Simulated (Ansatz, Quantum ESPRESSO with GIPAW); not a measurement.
# SnClF: working out the 35Cl quadrupolar coupling

A plane-wave PAW calculation (PBEsol, Ansatz) gives this electric field gradient, in 10²¹ V/m² and Cartesian axes, at one Cl site of SnClF (atom 3; bound to Sn4; site symmetry 4mm):

```
      2.2445        0.0000        0.0000
      0.0000        2.2445        0.0000
      0.0000        0.0000       -4.4889
```

35Cl has spin 3/2, Q = -0.08112 barn and |γ|/2π = 4.1765 MHz/T. The cell is the P4/nmm form of a database entry, atoms relaxed, static and at 0 K, with no spin-orbit coupling beside its heavy atoms. 

**Task.** Find C_Q, η_Q and ν_Q, and the shift and width of the central transition under fast MAS at 11.7 T and 16.4 T.

1. The tensor is symmetric and traceless. Its eigenvalues, ordered by size, are V_xx = 2.2445, V_yy = 2.2445 and V_zz = -4.4889.

2. η_Q = (V_xx − V_yy)/V_zz = 0.000.

3. C_Q = eQV_zz/h. One unit of 10²¹ V/m² with one barn gives 24.18 MHz, so C_Q = 24.18 × −0.08112 × −4.4889 = 8.805 MHz. A spectrum shows its size, not its sign.

4. ν_Q = 3C_Q/[2I(2I−1)] = 4.402 MHz in size, and P_Q = |C_Q|√(1 + η²/3) = 8.805 MHz.

5. The resonances lie at ν0 = 48.87 and 68.50 MHz, so ν_Q/ν0 is 0.090 at most and second order holds. The centre of gravity moves by δ_Q = −(3/40)(P_Q/ν0)² F × 10⁶ ppm, with F = [I(I+1) − 3/4]/[I²(2I−1)²] = 0.3333: -812 ppm at 11.7 T and -413 ppm at 16.4 T.

6. Summing the second-order term over orientations gives a full width of 1739 ppm (85 kHz) and 885 ppm (61 kHz). In ppm both fall as 1/B²: (11.7/16.4)² = 0.509. The spinning rate must pass the static width for this shape to show cleanly.

[Banner, clock, file and message-heading lines were taken out of the pw.x and gipaw.x logs.]

[Logs are printed without paths, hosts, clocks, repeated set-up lines and the standing remarks that a program may print on its own settings, such as how far it seeks lower states.]

[Hosts, paths, dates, database ids (printed as entryN), source tags and the programs' standing remarks are cut or masked in the printed files.]
